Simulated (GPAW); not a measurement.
# BaTiO3: optical spectrum from first principles, part 2 of 2

Wanted: where BaTiO3 starts to absorb, how strongly, and its refractive index. The cell comes from an older database entry, whose edges can differ from later determinations, mostly by under a per cent.

GPAW 26.7.0; DFT, LDA, plane-wave PAW (GPAW data sets), scalar-relativistic, RPA, optical limit.

So far. Step 2 (Ground state): There is a gap, 1.72 eV on this mesh (points off the mesh can give less), so no carriers' term is needed.

The database entry behind the starting cell differs from later determinations by our own check (c/a about 0.6 % short), so it need not match the best structure at ambient conditions.

## 4. Dielectric function, RPA

Transitions between filled and empty bands, summed over the zone, give the optical response, so mesh, band count and broadening shape it.

The induced potential is part of this response.

This step: DFT, LDA, plane-wave PAW (GPAW data sets), scalar-relativistic, RPA, optical limit (GPAW 26.7.0).

df.py reads:

```python
from gpaw.response.df import DielectricFunction

df = DielectricFunction('full.gpw', frequencies={'type': 'nonlinear', 'domega0': 0.03, 'omega2': 8},
                        ecut=80,
                        eta=0.1,
                        nbands=43,
                        txt='df.txt')
for direction in ['x', 'z']:
    df.get_dielectric_function(xc='RPA', direction=direction, filename=f'df_{direction}.csv')
```

Run with:

```
$ OMP_NUM_THREADS=1 python df.py
```

What it wrote:

```text
Using integrator: PointIntegrator
NonLinearFrequencyDescriptor(from 0.000 to 79.533 eV, 519 points)
Nonperiodic BCs:  [False False False]
Using integrator: PointIntegrator
NonLinearFrequencyDescriptor(from 0.000 to 79.533 eV, 519 points)
Nonperiodic BCs:  [False False False]

Calculating chi0 body with:
    Ground state adapter containing:
    Number of spins: 1
    Number of kpoints: 512
    Number of irreducible kpoints: 75
    Number of completely occupied states: 20
    Number of partially occupied states: 20

    Linear response parametrization:
    q_c: [0.0, 0.0, 0.0]
    Number of frequency points: 519
    Planewave cutoff: 80.0
    Number of bands: 43
    Number of planewaves: 93
    Broadening (eta): 0.1

Integrating chi0 body.

Symmetries of q_c:
    Direct symmetries (Uq -> q): 8
    Indirect symmetries (TUq -> q): 8
In total 16 allowed symmetries.

75 groups of equivalent kpoints. 85.3515625% reduction.

Integral kind: spectral function

Calculating chi0 optical extensions with:
    Ground state adapter containing:
    Number of spins: 1
    Number of kpoints: 512
    Number of irreducible kpoints: 75
    Number of completely occupied states: 20
    Number of partially occupied states: 20

    Linear response parametrization:
    Number of frequency points: 519
    Planewave cutoff: 80.0
    Number of bands: 43
    Number of planewaves: 93
    Broadening (eta): 0.1
Integrating chi0 head and wings.

Symmetries of q_c:
    Direct symmetries (Uq -> q): 8
    Indirect symmetries (TUq -> q): 8
In total 16 allowed symmetries.

75 groups of equivalent kpoints. 85.3515625% reduction.

Integral kind: spectral function wings
```

Elapsed: 26 s, on 1 thread of Intel Xeon 6975P-C (Granite Rapids), shared host; peak memory 0.5 GiB.

Read-outs, printed or worked out from the files:

```
electronic dielectric constant ε∞, mean over x, y and z (by symmetry where fewer were run) : 5.955
main peak of Im epsilon, first axis                                                        : 4.037 eV
```

Some rows of df_x.csv (energy; Re and Im without local fields; Re and Im with them):

```text
0.000000, 6.352154, 0.000000, 6.085422, 0.000000
0.429336, 6.397841, 0.021728, 6.128787, 0.020618
0.878195, 6.554435, 0.049934, 6.277281, 0.047312
1.347938, 6.888595, 0.099079, 6.593446, 0.093599
1.840057, 7.650933, 0.287041, 7.311889, 0.270157
2.356191, 8.661152, 1.271314, 8.248965, 1.178542
2.898142, 8.564174, 3.521632, 8.208571, 3.241662
3.467895, 7.095820, 6.124919, 7.027406, 5.709141
4.067647, 4.330106, 8.269799, 4.756131, 8.003612
4.699832, 1.897043, 3.978750, 1.803826, 4.210994
5.367152, 2.581127, 2.762916, 2.342349, 2.903677
6.072622, 3.646456, 3.176329, 3.334493, 3.240670
6.819608, 4.345054, 3.921600, 4.107386, 3.862402
7.611886, 2.300616, 4.126109, 1.856998, 4.086917
8.453705, 2.340363, 4.617957, 1.980073, 4.295277
9.349861, 0.900809, 3.895876, 0.583360, 3.620537
10.305790, 0.726045, 4.216348, 0.753935, 3.740336
11.327680, -0.368240, 2.751842, -0.361077, 2.757699
12.422601, -0.003446, 1.461361, -0.279371, 1.447521
13.598673, 1.078605, 0.914393, 0.715632, 0.848953
14.865263, 1.741684, 1.352863, 0.985722, 1.309162
```

The Im ε has structure finer than the step of the table below, so its rows give means over 0.5 eV, whole bins alone (the curve runs from 0 to 15.0 eV). Peaks (eV: height): E ∥ x 4.02: 8.06, 7.27: 5.08, 9.02: 4.91; E ∥ z 4.02: 6.96, 6.39: 4.06, 7.27: 5.68, 9.02: 5.53, 10.45: 4.31.

Values under the direct gap are tails of Lorentzian lines. Im ε against photon energy; means over each step:

```tsv
photon energy (eV)	E ∥ x	E ∥ z
0.5	0.0246	0.0176
1.0	0.0577	0.0394
1.5	0.126	0.0741
2.0	0.553	0.181
2.5	1.85	0.777
3.0	3.49	1.97
3.5	5.02	4.06
4.0	7.13	6.20
4.5	5.67	5.70
5.0	3.70	4.17
5.5	2.79	3.29
6.0	2.98	3.08
6.5	3.25	3.59
7.0	4.34	4.56
7.5	4.44	5.00
8.0	3.91	4.22
8.5	4.38	4.69
9.0	4.63	5.01
9.5	3.72	3.88
10.0	3.76	3.73
10.5	3.75	3.61
11.0	2.74	2.70
11.5	2.54	2.48
12.0	1.87	1.91
12.5	1.33	1.35
13.0	0.954	0.960
13.5	0.852	0.865
14.0	0.895	0.896
14.5	1.07	1.17
```

The Re ε by photon energy:

```tsv
photon energy (eV)	E ∥ x	E ∥ z
0.0	6.09	5.69
0.5	6.14	5.74
1.0	6.34	5.87
1.5	6.75	6.14
2.0	7.64	6.66
2.5	8.55	7.53
3.0	8.00	7.98
3.5	6.70	7.84
4.0	5.89	6.41
4.5	1.66	3.41
5.0	2.52	3.06
5.5	2.67	3.29
6.0	3.52	3.63
6.5	3.58	3.22
7.0	3.58	4.38
7.5	1.97	2.18
8.0	2.57	2.23
8.5	1.94	1.73
9.0	1.22	1.23
9.5	0.970	0.718
10.0	0.407	0.0507
10.5	-0.397	-0.657
11.0	-0.120	-0.0892
11.5	-0.375	-0.444
12.0	-0.588	-0.580
12.5	-0.287	-0.328
13.0	0.124	0.130
13.5	0.587	0.585
14.0	0.837	0.879
14.5	1.20	1.19
```

Refractive index n and extinction k against photon energy:

```tsv
photon energy (eV)	n, E ∥ x	k, E ∥ x	n, E ∥ z	k, E ∥ z
0.0	2.47	0	2.39	0
0.5	2.48	0.00490	2.39	0.00364
1.0	2.52	0.0112	2.42	0.00802
1.5	2.60	0.0230	2.48	0.0146
2.0	2.77	0.105	2.58	0.0306
2.5	2.94	0.331	2.75	0.125
3.0	2.90	0.628	2.85	0.370
3.5	2.77	0.999	2.91	0.790
4.0	2.81	1.41	2.81	1.23
4.5	1.95	1.46	2.27	1.32
5.0	1.88	0.996	2.02	1.01
5.5	1.80	0.747	1.98	0.784
6.0	2.04	0.809	2.04	0.736
6.5	2.05	0.779	2.01	0.909
7.0	2.15	1.02	2.31	0.987
7.5	1.85	1.21	1.97	1.31
8.0	1.88	0.987	1.83	1.06
8.5	1.83	1.19	1.84	1.28
9.0	1.77	1.38	1.85	1.48
9.5	1.54	1.18	1.51	1.26
10.0	1.44	1.29	1.38	1.36
10.5	1.37	1.51	1.29	1.53
11.0	1.14	1.19	1.13	1.17
11.5	1.01	1.18	0.968	1.17
12.0	0.814	1.12	0.837	1.13
12.5	0.745	0.918	0.732	0.929
13.0	0.738	0.649	0.735	0.640
13.5	0.885	0.443	0.890	0.455
14.0	1.01	0.426	1.03	0.417
14.5	1.17	0.418	1.18	0.450
```

The Im ε, E ∥ x has structure finer than the step of the table below, so its rows give means over 0.5 eV, whole bins alone (the curve runs from 0 to 15.0 eV). Peaks (eV: height): without local fields 4.02: 8.44, 7.27: 5.03, 9.02: 5.23; with local fields 4.02: 8.06, 7.27: 5.08, 9.02: 4.91.

Values under the direct gap are tails of Lorentzian lines. Table of Im ε, E ∥ x by photon energy; means over each step:

```tsv
photon energy (eV)	without local fields	with local fields
0.5	0.0259	0.0246
1.0	0.0609	0.0577
1.5	0.134	0.126
2.0	0.589	0.553
2.5	2.01	1.85
3.0	3.78	3.49
3.5	5.42	5.02
4.0	7.51	7.13
4.5	5.43	5.67
5.0	3.52	3.70
5.5	2.65	2.79
6.0	2.92	2.98
6.5	3.27	3.25
7.0	4.35	4.34
7.5	4.43	4.44
8.0	4.07	3.91
8.5	4.68	4.38
9.0	4.92	4.63
9.5	4.07	3.72
10.0	4.17	3.76
10.5	3.97	3.75
11.0	2.84	2.74
11.5	2.51	2.54
12.0	1.83	1.87
12.5	1.36	1.33
13.0	1.01	0.954
13.5	0.918	0.852
14.0	0.950	0.895
14.5	1.13	1.07
```

Values under the direct gap are tails of Lorentzian lines. Table of loss function −Im 1/ε at q → 0 by energy loss; read off at these points:

```tsv
energy loss (eV)	E ∥ x	E ∥ z
0.00	0	0
0.50	6.4e-4	5.3e-4
1.00	0.00141	0.00113
1.50	0.00262	0.00192
2.00	0.00991	0.00356
2.50	0.0253	0.0120
3.00	0.0471	0.0310
3.50	0.0734	0.0557
4.00	0.0812	0.0778
4.50	0.162	0.126
5.00	0.184	0.157
5.27	0.221	0.184
5.50	0.187	0.152
6.00	0.142	0.135
6.50	0.139	0.154
7.00	0.137	0.114
7.50	0.187	0.165
8.00	0.182	0.194
8.50	0.192	0.187
9.00	0.193	0.174
9.50	0.258	0.254
10.00	0.265	0.267
10.50	0.240	0.246
11.00	0.369	0.376
11.50	0.411	0.423
12.00	0.498	0.483
12.50	0.700	0.695
12.92	1.01	1.05
13.00	1.03	1.04
13.08	1.05	1.03
13.50	0.817	0.812
14.00	0.597	0.570
14.50	0.408	0.417
```

At chosen wavelengths:

```tsv
wavelength (nm)	n x	k x	R (%) x	1/α x	n z	k z	R (%) z	1/α z
1064	2.54	0.014	18.9	6.0 µm	2.44	0.010	17.5	8.6 µm
800	2.61	0.025	19.9	2.5 µm	2.49	0.016	18.2	4.1 µm
633	2.75	0.087	21.9	580 nm	2.57	0.028	19.3	1.8 µm
532	2.87	0.197	23.5	214 nm	2.69	0.085	21.0	498 nm
308	2.76	1.461	32.1	17 nm	2.76	1.258	29.8	19 nm
248	1.88	0.996	19.0	20 nm	2.02	1.007	20.2	20 nm
193	2.03	0.783	17.1	20 nm	2.10	0.954	20.2	16 nm
```

Below the direct gap, k and the depth come from the tails of the Lorentzian lines, not from transitions.

Rows near the edge hang on the gap, which this functional as a rule makes too small, and phonon-assisted absorption is left out.

At 1064 nm the birefringence n(z) − n(x) is -0.101: the crystal is uniaxial negative at this level.

## 5. Outcome

| Quantity | Value |
| --- | --- |
| electronic dielectric constant ε∞, mean over x, y and z (by symmetry where fewer were run) (RPA) | 5.95 |
| main peak of Im epsilon, first axis | 4.04 eV |

At this level (LDA, RPA) BaTiO3 has a mean ε∞ = 5.95 and n = 2.50 at 1550 nm (E ∥ x), and Im ε peaks at 4.0 eV (E ∥ x). On the mesh the gap is 1.72 eV and the least direct gap 2.00 eV, so on this mesh the band edges lie at different points. Local fields change the static value along x from 6.35 to 6.09 (-4 %). Distinct maxima of Im ε, read by a parabola through the highest points, lie at 3.46 eV (5.7), 4.04 eV (8.1), 7.28 eV (5.1) and 9.02 eV (4.9) for E ∥ x. The static values by axis are 6.09 (x), 5.69 (z). At 1064 nm the birefringence n(z) − n(x) is -0.101: the crystal is uniaxial negative at this level. Excitons and phonon-assisted transitions are missing; LDA gaps are as a rule too small, which pulls the onset down and ε∞ up. Spin-orbit coupling is left out although heavy atoms are present. The sum runs over mesh points, so small or evenly spaced maxima can still be ripples of the mesh. In this version of GPAW the matrix elements of the optical limit are incomplete, which can lower ε − 1 by up to a tenth where first-row anions or d states rule, and shift it by more in d metals.

[Machine, clock and banner lines and Python warnings are left out of the logs.]

[Logs are printed without paths, hosts, clocks, repeated set-up lines and the standing remarks that a program may print on its own settings, such as how far it seeks lower states.]

[Hosts, paths, dates, database ids (printed as entryN), source tags and the programs' standing remarks are cut or masked in the printed files.]
